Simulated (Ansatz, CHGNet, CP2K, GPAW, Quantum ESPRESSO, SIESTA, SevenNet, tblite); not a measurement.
**GPAW runs on glassy 76SiO2-24MgO (mol %) (94 atoms)**

Aim: run glassy 76SiO2-24MgO (mol %) (94 atoms) in GPAW and see how near its forces come to a plane-wave reference, and at what cost.

Method: the method is named at each step, in GPAW 26.7.0.

## (1) The structure

The cell holds 94 atoms: 26 Si, 8 Mg and 60 O. Cell: a = 10.793 Å, b = 10.793 Å, c = 10.793 Å, α = 90.0°, β = 90.0°, γ = 90.0°. 94 atoms (26 Si, 8 Mg, 60 O) placed at random at 2.34 g/cm³, melted at 4000 K for 10 ps at fixed volume with the Morse and Coulomb pair potential with partial charges (Pedone, Malavasi, Menziani, Cormack and Segre, J. Phys. Chem. B 110, 11780 (2006)). Quenched from 4000 K to 300 K at 50 K/ps and fixed volume, held 10 ps at zero pressure. Then every atom was moved at random, 0.05 Å r.m.s. a Cartesian component.

The yardstick, on the same geometry:

```
method                                           : Kohn-Sham DFT, PBE, SSSP efficiency 1.3.0 pseudopotentials, plane waves (Quantum ESPRESSO 7.5); sssp-pbe-1.3.0-efficiency, cutoffs 60/480 Ry, Γ point
r.m.s. force component                           : 2.817 eV/Å
longest force                                    : 15.85 eV/Å
pressure                                         : 5.792 GPa
gap (highest filled to lowest empty level) : 1.872 eV
time                                             : 3.4 min on 4 MPI ranks of Arm Neoverse V1, shared host
CPU time                                         : 13 min
```

## (2) PBE, LCAO dzp, h 0.18 Å

Method: Kohn-Sham DFT, PBE, PAW, atomic orbitals (dzp).

Contents of run.py:

```python
import numpy as np
from ase.io import read
from gpaw import GPAW, FermiDirac

atoms = read("structure.xyz")
atoms.calc = GPAW(
    mode="lcao",
    basis="dzp",
    h=0.18,
    xc="PBE",
    kpts={"size": (1, 1, 1), "gamma": True},
    occupations=FermiDirac(0.05),
    maxiter=200,
    symmetry={"point_group": False},
    txt="gpaw.txt",
)
energy = atoms.get_potential_energy(force_consistent=True)
forces = atoms.get_forces()
print(f"energy {energy:.6f} eV")
print("forces (eV/A)")
for i, (a, f) in enumerate(zip(atoms, forces)):
    print(f"{i:4d} {a.symbol:2s} {f[0]:10.5f} {f[1]:10.5f} {f[2]:10.5f}")
print(f"Fermi level {atoms.calc.get_fermi_level():.4f} eV")
for k in range(len(atoms.calc.get_ibz_k_points())):
    for s in range(atoms.calc.get_number_of_spins()):
        e = atoms.calc.get_eigenvalues(kpt=k, spin=s)
        n = np.searchsorted(e, atoms.calc.get_fermi_level())
        print(f"k {k} spin {s} levels about the Fermi level:", np.round(e[max(n - 6, 0):n], 4).tolist(), "|", np.round(e[n:n + 6], 4).tolist())
```

Contents of structure.xyz:

```xyz
94
Lattice="10.79285 0.00000 0.00000 0.00000 10.79285 0.00000 0.00000 0.00000 10.79285" Properties=species:S:1:pos:R:3 pbc="T T T"
Si 4.18104 3.43277 8.21811
Si 2.12004 4.95327 9.93978
Si 1.86727 1.24398 8.39295
Si 1.22445 10.74720 3.00915
Si 0.41326 4.95554 7.09285
Si 9.47396 1.92739 9.01052
Si 7.88666 10.51990 8.37234
Si 8.59888 2.74160 2.44555
Si 0.74384 3.73497 1.78158
Si 7.43627 3.41270 5.06023
Si 7.14692 3.81937 8.19825
Si 3.30175 3.03765 3.36133
Si 7.43390 10.78368 3.27908
Si 5.83073 3.63071 1.36400
Si 1.73063 9.18256 7.17401
Si 3.15378 5.16524 5.68783
Si 0.09908 6.62314 3.10478
Si 2.47038 10.51990 0.30932
Si 6.49287 6.85961 8.66374
Si 9.21709 8.36457 9.61265
Si 5.74039 6.66566 0.88728
Si 8.33445 7.96296 1.59918
Si 10.14204 7.38879 6.12991
Si 1.52870 7.89292 9.74864
Si 7.64058 9.15061 5.56123
Si 5.17863 1.07000 4.62776
Mg 2.77916 7.88580 4.37510
Mg 9.61373 10.72777 1.08036
Mg 4.72284 9.05175 6.49352
Mg 5.78518 6.45445 5.02234
Mg 10.46799 2.06446 5.14733
Mg 5.36653 0.66106 10.30814
Mg 2.82568 7.56741 1.30960
Mg 4.50256 9.80142 2.39968
O 6.29730 8.63784 4.99504
O 5.85890 0.29367 3.48318
O 3.99854 10.50781 0.59145
O 2.21707 0.60354 9.83272
O 2.84402 8.73919 6.06170
O 3.76746 1.65735 4.07829
O 6.13671 2.44857 4.86337
O 5.61951 5.22266 1.00805
O 2.98789 2.31895 7.96750
O 0.41995 5.06401 2.65796
O 1.80143 8.97415 0.15132
O 8.51783 2.88083 4.02260
O 1.09429 4.79408 8.72203
O 9.34855 9.62075 8.74739
O 10.63862 7.72315 9.79332
O 10.19601 6.16822 7.10796
O 4.01634 4.37143 6.88033
O 2.05075 6.54565 10.44942
O 5.80709 2.84305 8.38227
O 10.67229 6.81698 4.61438
O 8.03668 10.34246 4.61524
O 4.52620 7.81759 1.64213
[... 34 atom lines left out ...]
O 1.57468 10.69312 7.42332
O 0.28752 1.89263 8.60946
O 1.63048 7.29553 2.75498
O 5.87811 7.47383 7.47934
```

The run is started by

```
$ OMP_NUM_THREADS=1 python run.py > output.txt
```

The program printed:

```text
energy -631.601098 eV
forces (eV/A)
   0 Si    0.13988    1.36905   -1.43290
   1 Si   -4.73375   -1.23558    0.61966
   2 Si   -4.34081    0.00205   -0.22261
   3 Si   -1.66191   -1.48241    3.57471
   4 Si    3.81655   -4.19233    0.57741
   5 Si    1.01873    3.06001    2.70582
   6 Si    1.93814   -3.54255   -1.81402
   7 Si   -1.54501   -0.82147   -3.56030
   8 Si    2.02524    2.35913    2.71289
   9 Si   -5.78149    4.93922    0.96052
  10 Si    5.08949   -7.64505   -1.88803
  11 Si    6.50288    0.76916    3.53827
  12 Si    0.70967   -3.27793   -1.88737
  13 Si   -7.73395   -3.59109   -0.80741
  14 Si   -2.15638   -1.26620   -7.47353
  15 Si    4.79482   -4.51927   -0.88874
  16 Si    2.83895   -0.02542   -3.83171
  17 Si   -2.61234    0.10481    1.45164
  18 Si    3.14121   -1.57357    7.01693
  19 Si    0.81646   -0.19126    0.53466
  20 Si   -0.93982   10.15689   -0.36949
  21 Si   11.53719   10.85882    5.78632
  22 Si   -1.02445    1.83994   -4.79752
  23 Si   -6.61647   -0.62289    3.33574
[...]
86 O     0.38993    2.44257   -2.11172
  87 O    -1.26932    0.25934   -0.58669
  88 O     0.99519   -0.62852    1.85126
  89 O    -4.03417   -3.00467   -0.07397
  90 O     0.29895    4.75367    0.56861
  91 O     2.44717    0.11206   -1.59480
  92 O    -0.50860   -0.57495    0.67072
  93 O    -4.24870    3.23146   -6.31781
Fermi level 4.5897 eV
k 0 spin 0 levels about the Fermi level: [2.5664, 2.6271, 2.7592, 2.7903, 2.8671, 3.742] | [5.4374, 6.4918, 6.7782, 7.0466, 7.2038, 7.342]
```

gpaw.txt:

```text
Input parameters:
  mode=LCAO(),
  basis={'default': 'dzp'},
  h=0.18,
  kpts=MonkhorstPack(size=(1, 1, 1), gamma=True),
  maxiter=200,
  occupations=Occupations(name='fermi-dirac', width=0.05, fixmagmom=False),
  symmetry=Symmetry(point_group=False),
  xc=XC(name='PBE')
Unit cell  # Å
| periodic |         x |         y |         z |   lengths |    angles |
|----------|-----------|-----------|-----------|-----------|-----------|
|      yes | 10.792850 |  0.000000 |  0.000000 | 10.792850 | 90.000000 |
|      yes |  0.000000 | 10.792850 |  0.000000 | 10.792850 | 90.000000 |
|      yes |  0.000000 |  0.000000 | 10.792850 | 10.792850 | 90.000000 |
Number of symmetries: 1
Symmetry operations  # r_c * U_cc + t_c -> r_c
|   | kind |            matrix            |
|---|------|------------------------------|
| 0 |  E   |  1, 0, 0,  0, 1, 0,  0, 0, 1 |
BZ-sampling:
  Number of BZ points: 1
  Number of IBZ points: 1
  Monkhorst-Pack size: [1, 1, 1]
  Monkhorst-Pack shift: [0, 0, 0]
[... lines left out ...]
eigensolver:
density mixing:
  MSR1-Mixer
occupation numbers:
  Fermi-Dirac:
    width: 0.0500  # eV
FastPoissonSolver using
    Stencil: 6*3+1=19 point O(h^6) finite-difference Laplacian
xc functional:
  name: PBE with 2 nearest neighbor stencil
interpolation: tri-quintic # 5. degree polynomial
Initialization done in: 11.505 s
convergence criteria:
- Maximum [total energy] change in last 3 cyles: 0.0005 eV / valence electron
- Maximum integral of absolute [dens]ity change: 0.0001 electrons / valence electron
- Maximum integral of absolute [eigenst]ate change: 4e-08 eV^2 / valence electron
maximum number of iterations: 200
SCF iterations
|iter     |      energy | eigst |  dens |
|---------|-------------|-------|-------|
|iter:   1| -696.309751 |      c|       |
|iter:   2| -679.777068 |      c| -0.80 |
|iter:   3| -630.992535 |      c| -0.85 |
|iter:   4| -631.413670 |      c| -1.47 |
|iter:   5| -631.661486 |      c| -1.77 |
|iter:   6| -631.602199c|      c| -2.29 |
|iter:   7| -631.601393c|      c| -3.07 |
|iter:   8| -631.601112c|      c| -3.45 |
|iter:   9| -631.601100c|      c| -3.99 |
|iter:  10| -631.601098c|      c| -4.46c|
Converged in 10 steps
SCF loop duration: 151.068 s (15.107 s/step)
Energy contributions relative to reference atoms: (reference = -371093.247683)
Energy contributions:
  Kinetic:         838.170762
  Coulomb:        -705.291007
  Zero:              8.728826
  External:          0.000000
  Xc:             -773.209678
  Entropy:          -0.000000
  Spinorbit:         0.000000
  ----------------------------
  Free energy:    -631.601098
  Extrapolated:   -631.601098
dipole moment: (29.975091, 90.950353, -38.423844)  # |e|*Ang
Fermi level: 4.590
Eigenvalues  # (at kpt = [0.000, 0.000, 0.000])
| band index |      eig [eV] | occ [0-2] |
|------------|---------------|-----------|
|          0 |       -73.170 |     2.000 |
|        ... |               |           |
|        264 |         2.383 |     2.000 |
|        265 |         2.451 |     2.000 |
[...]
|        279 |         7.707 |     0.000 |
|        ... |               |           |
|        330 |        11.405 |     0.000 |
Gap: 1.695 eV
Transition (v -> c):
  (s=0, k=0, n=271, [0.00, 0.00, 0.00]) -> (s=0, k=0, n=272, [0.00, 0.00, 0.00])
No difference between direct/indirect transitions
Force computation time: 37.626  # s
timing:  # [seconds]
  Total:  200.230  # ━━━━━━━━━━━━━━━━━━━━━━━━━━━━━━━━━━━━━━━━━━━━━━━━━━━━━━━━
  Init:    11.505  # ━━━
  SCF:    151.068  # ━━━━━━━━━━━━━━━━━━━━━━━━━━━━━━━━━━━━━━━━━━╸
  Forces:  37.626  # ━━━━━━━━━━╸
```

The job ended after 3.4 min (1 thread of Arm Neoverse V1, shared host; peak memory 1.7 GiB).

Banners, paths, timers and routine set-up lines are dropped from the logs unmarked, and long logs keep their key lines alone; longer cuts are marked.

Compared with the plane-wave run:

* r.m.s. force component: 3.034 eV/Å
* r.m.s. difference of force components: 352.2 meV/Å
* longest difference of force vectors: 1280 meV/Å
* force difference over r.m.s. force: 12.5 %
* slope of forces against the reference's: 1.072
* correlation of force components: 0.9955
* gap (highest filled to lowest empty level): 1.695 eV
* gap difference: -0.177 eV

Length of the force difference by element (eV/Å):

```tsv
element	atoms	mean	most
Mg	8	0.25	0.33
O	60	0.66	1.3
Si	26	0.38	1.0
```

Levels nearest the highest filled one (eV from it): -1.18, -1.11, -0.98, -0.95, -0.87, 0.00, 1.70, 2.75, 3.04, 3.30, 3.46, 3.60.

The surroundings of O46, which has 3 bonded neighbours where the commonest count for O is 2, nearest first, numbered as they follow in the input and with coordinates relative to it.

```tsv
atom	x	y	z	distance (Å)	bonds	Fx	Fy	Fz (eV/Å)
O46	0.00	0.00	0.00	0.00	3	4.08	-1.22	1.32
Si8	0.08	-0.14	-1.58	1.59	4	-1.55	-0.82	-3.56
Si10	-1.08	0.53	1.04	1.59	4	-5.78	4.94	0.96
Mg31	1.95	-0.82	1.12	2.39	3	-0.89	2.10	1.75
O41	-2.38	-0.43	0.84	2.56	2	-0.73	-2.29	-0.09
O83	-0.32	-1.89	-1.72	2.57	3	1.65	3.50	-1.65
O64	-1.58	2.06	0.56	2.65	2	0.33	0.04	-0.05
O57	-1.24	0.70	-2.24	2.65	2	8.86	-0.91	2.46
O90	1.61	0.17	-2.11	2.66	2	-4.03	-3.00	-0.07
```

Atoms are counted from 1 here, from 0 in the log.

Forces lie 13 % from the reference's, at 0.25 times its CPU time (on 1 against 4 cores).

## (3) PBE, LCAO sz(dzp), h 0.18 Å

Method: Kohn-Sham DFT, PBE, PAW, atomic orbitals (sz(dzp)).

Edit run.py of step 2 so:

```diff
@@ -7,3 +7,3 @@
     mode="lcao",
-    basis="dzp",
+    basis="sz(dzp)",
     h=0.18,
```

structure.xyz is that of step 2.

The program printed:

```text
energy -477.367387 eV
forces (eV/A)
   0 Si    0.11641    0.88476   -1.06436
   1 Si   -4.93408   -1.65774    1.88140
   2 Si   -4.77622    0.71880   -0.89195
   3 Si   -0.67768   -0.00133    4.43003
   4 Si    3.88955   -4.87097    1.97064
   5 Si    2.20043    4.93099    1.75679
[...]
91 O     2.53268    0.33763   -1.73128
  92 O     1.46813    0.02544    0.26033
  93 O    -5.86479    4.75458   -9.16182
Fermi level 5.6675 eV
k 0 spin 0 levels about the Fermi level: [3.9449, 4.0161, 4.1273, 4.189, 4.3608, 5.1498] | [6.1852, 7.3825, 7.614, 7.8405, 8.1474, 8.222]
```

gpaw.txt:

```text
Input parameters:
  mode=LCAO(),
  basis={'default': 'sz(dzp)'},
  h=0.18,
  kpts=MonkhorstPack(size=(1, 1, 1), gamma=True),
  maxiter=200,
  occupations=Occupations(name='fermi-dirac', width=0.05, fixmagmom=False),
[... lines left out ...]
  Fermi-Dirac:
[... lines left out ...]
convergence criteria:
- Maximum [total energy] change in last 3 cyles: 0.0005 eV / valence electron
[... lines left out ...]
Converged in 10 steps
[... lines left out ...]
  Free energy:    -477.367387
[... lines left out ...]
Fermi level: 5.668
[... lines left out ...]
|        ... |               |           |
|        330 |        13.244 |     0.000 |
Gap: 1.035 eV
Transition (v -> c):
  (s=0, k=0, n=271, [0.00, 0.00, 0.00]) -> (s=0, k=0, n=272, [0.00, 0.00, 0.00])
No difference between direct/indirect transitions
Force computation time: 8.808  # s
timing:  # [seconds]
  Total:  61.706  # ━━━━━━━━━━━━━━━━━━━━━━━━━━━━━━━━━━━━━━━━━━━━━━━━━━━━━━━━━
  Init:    8.977  # ━━━━━━━━╸
  SCF:    43.881  # ━━━━━━━━━━━━━━━━━━━━━━━━━━━━━━━━━━━━━━━━╸
  Forces:  8.808  # ━━━━━━━━
```

Wall time 63 s (1 thread); peak memory 1.3 GiB.

Compared with the plane-wave run:

| Property | Result |
| --- | --- |
| r.m.s. force component | 3.391 eV/Å |
| r.m.s. difference of force components | 1079 meV/Å |
| longest difference of force vectors | 4884 meV/Å |
| force difference over r.m.s. force | 38.29 % |
| slope of forces against the reference's | 1.151 |
| correlation of force components | 0.9563 |
| gap (highest filled to lowest empty level) | 1.035 eV |
| gap difference | -0.837 eV |

This is a coarse setting, run to see what it loses.

Against the first run (13 %), the force difference from the reference is 38 %, at 0.31 times the CPU time, with 408 basis functions against 1270: the smaller basis costs accuracy.

## (4) PBE, LCAO szp(dzp), h 0.18 Å

Method: Kohn-Sham DFT, PBE, PAW, atomic orbitals (szp(dzp)).

Edit run.py of step 3 so:

```diff
@@ -7,3 +7,3 @@
     mode="lcao",
-    basis="sz(dzp)",
+    basis="szp(dzp)",
     h=0.18,
```

structure.xyz is that of step 3.

The program printed:

```text
energy -599.661186 eV
forces (eV/A)
   0 Si    0.26319    1.51334   -1.76444
   1 Si   -4.80557   -1.49576    0.08290
   2 Si   -4.38791    0.32799   -0.00916
   3 Si   -2.26871   -1.53401    3.80480
   4 Si    3.46277   -5.10061    0.39885
   5 Si    0.91192    2.79764    3.38498
   6 Si    1.49055   -3.42514   -1.16039
   7 Si   -1.50217   -0.86226   -3.33092
   8 Si    1.94543    2.66442    2.53586
   9 Si   -6.32480    5.55771    0.90882
  10 Si    5.61360   -7.41461   -1.60713
  11 Si    6.57838    0.73373    3.57570
  12 Si    0.95346   -3.58610   -2.15565
  13 Si   -7.89514   -4.44304   -1.19632
  14 Si   -1.81334   -1.19965   -7.92289
  15 Si    4.83054   -4.11670   -1.01311
  16 Si    3.11668   -0.00216   -3.72542
  17 Si   -2.15022    0.48469    1.64672
  18 Si    2.78398   -1.04543    6.29797
  19 Si    0.78276   -0.08619   -0.07012
  20 Si   -1.69712   10.04048   -0.53010
  21 Si   11.35469   10.90908    5.95241
  22 Si   -0.91877    1.99052   -4.44810
  23 Si   -6.79374   -0.65450    3.44144
[...]
86 O     0.36646    2.54438   -2.25692
  87 O    -1.27635    0.32356   -0.56006
  88 O     1.03479   -0.72665    1.80422
  89 O    -3.97140   -3.02641   -0.13565
  90 O     0.30514    4.51821    0.44502
  91 O     2.61005    0.13002   -1.72401
  92 O    -0.54753   -0.58950    0.72328
  93 O    -4.11555    3.00880   -5.90684
Fermi level 5.0417 eV
k 0 spin 0 levels about the Fermi level: [2.9852, 3.0663, 3.1384, 3.3081, 3.3786, 4.3504] | [5.733, 6.7144, 6.9667, 7.2758, 7.4676, 7.598]
```

gpaw.txt:

```text
Input parameters:
  mode=LCAO(),
  basis={'default': 'szp(dzp)'},
  h=0.18,
  kpts=MonkhorstPack(size=(1, 1, 1), gamma=True),
  maxiter=200,
  occupations=Occupations(name='fermi-dirac', width=0.05, fixmagmom=False),
  symmetry=Symmetry(point_group=False),
  xc=XC(name='PBE')
Unit cell  # Å
| periodic |         x |         y |         z |   lengths |    angles |
[... lines left out ...]
  Fermi-Dirac:
[... lines left out ...]
convergence criteria:
- Maximum [total energy] change in last 3 cyles: 0.0005 eV / valence electron
[... lines left out ...]
Converged in 9 steps
[... lines left out ...]
  Free energy:    -599.661186
  Extrapolated:   -599.661185
dipole moment: (30.188209, 90.720840, -38.266857)  # |e|*Ang
Fermi level: 5.042
Eigenvalues  # (at kpt = [0.000, 0.000, 0.000])
| band index |      eig [eV] | occ [0-2] |
|------------|---------------|-----------|
|          0 |       -73.728 |     2.000 |
|        ... |               |           |
|        264 |         2.742 |     2.000 |
|        265 |         2.844 |     2.000 |
[...]
|        279 |         7.963 |     0.000 |
|        ... |               |           |
|        330 |        11.868 |     0.000 |
Gap: 1.383 eV
Transition (v -> c):
  (s=0, k=0, n=271, [0.00, 0.00, 0.00]) -> (s=0, k=0, n=272, [0.00, 0.00, 0.00])
No difference between direct/indirect transitions
Force computation time: 27.746  # s
timing:  # [seconds]
  Total:  135.789  # ━━━━━━━━━━━━━━━━━━━━━━━━━━━━━━━━━━━━━━━━━━━━━━━━━━━━━━━━
  Init:    10.017  # ━━━━
  SCF:     97.985  # ━━━━━━━━━━━━━━━━━━━━━━━━━━━━━━━━━━━━━━━━╸
  Forces:  27.746  # ━━━━━━━━━━━╸
```

Wall time 2.3 min (1 thread); peak memory 1.6 GiB.

Compared with the plane-wave run:

```yaml
r_m_s_force_component: 3.019 eV/Å
r_m_s_difference_of_force_components: 374.7 meV/Å
longest_difference_of_force_vectors: 1413 meV/Å
force_difference_over_r_m_s_force: 13.3 %
slope_of_forces_against_the_reference_s: 1.065
correlation_of_force_components: 0.9941
spacing_of_highest_filled_and_lowest_empty_level: 1.383 eV
gap_difference: -0.4898 eV
```

This is a coarse setting, run to see what it loses.

Against the first run (13 %), the force difference from the reference is 13 %, at 0.68 times the CPU time, with 862 basis functions against 1270.

## (5) All runs compared

Differences are against the plane-wave reference, forces as r.m.s. over components; share is that over the reference's r.m.s. force, slope the least-squares factor from reference forces to these. Total energies of different programs have different zeros and aren't compared.

```tsv
run	Δ force, r.m.s. (meV/Å)	share (%)	slope	Δ gap (eV)	cores	CPU time	memory (GiB)
reference	-	-	-	-	4	13 min	4.2
GPAW PBE, LCAO dzp, h 0.18 Å	352	12.5	1.072	-0.177	1	3.4 min	1.7
GPAW PBE, LCAO sz(dzp), h 0.18 Å (coarse)	1079	38.3	1.151	-0.837	1	63 s	1.3
GPAW PBE, LCAO szp(dzp), h 0.18 Å (coarse)	375	13.3	1.065	-0.490	1	2.3 min	1.6
```

Rows marked coarse were listed beforehand as settings not expected to be converged; some can still land near the reference.

CPU time is summed over cores on a shared host, where runs went side by side, so it is rough. Symmetry, cutoffs, thresholds, outputs and thread counts weren't matched or tuned between programs; memory under MPI is the largest rank's times the ranks.

## (6) What came out

```yaml
nearest_in_forces: a tie at 13 % of 2 runs: GPAW PBE, LCAO dzp, h 0.18 Å; GPAW PBE, LCAO szp(dzp), h 0.18 Å (coarse)
```

**Reading.** The PBE run in local orbitals, coarse settings apart, differs by 13 % (GPAW PBE, LCAO dzp, h 0.18 Å); basis, grid and potentials can all enter. Runs with settings chosen to be coarse differ by 13 % (GPAW PBE, LCAO szp(dzp), h 0.18 Å) to 38 % (GPAW PBE, LCAO sz(dzp), h 0.18 Å), their programs' other errors included. Of the electronic-structure runs that take under half the reference's CPU time, GPAW PBE, LCAO dzp, h 0.18 Å comes nearest, at 13 % in 3.4 min against 13 min. At the same functional, gaps differ from the reference's 1.87 eV by between -0.84 and -0.18 eV. Forces of 2.8 eV/Å r.m.s. are well above thermal ones: they come largely from the bond lengths of the classical model and from the random displacements, and they dominate the comparison. The potentials hold different valence shells: 480 electrons in the reference, 544 in GPAW; this bears on time and differences. The quench rate of 50 K/ps is many orders above laboratory rates, so the cell is likely richer in defects and strain than a real sample. The network of bonds at the start is that of the classical potential that made the cell, and needn't be the one that DFT or experiment would give. The reference's stress is far from hydrostatic: its diagonal is 3.2, 6.1, 8.1 GPa, compression counted positive. The electronic-structure runs sample only Γ, in a cell whose shortest periodic width is 11 Å.

[Also dropped from logs without a mark: logging warnings of Python, and SIESTA's first energy breakdown and zero terms.]

[Logs are printed without paths, hosts, clocks, repeated set-up lines and the standing remarks that a program may print on its own settings, such as how far it seeks lower states.]

[Hosts, paths, dates, database ids (printed as entryN), source tags and the programs' standing remarks are cut or masked in the printed files.]
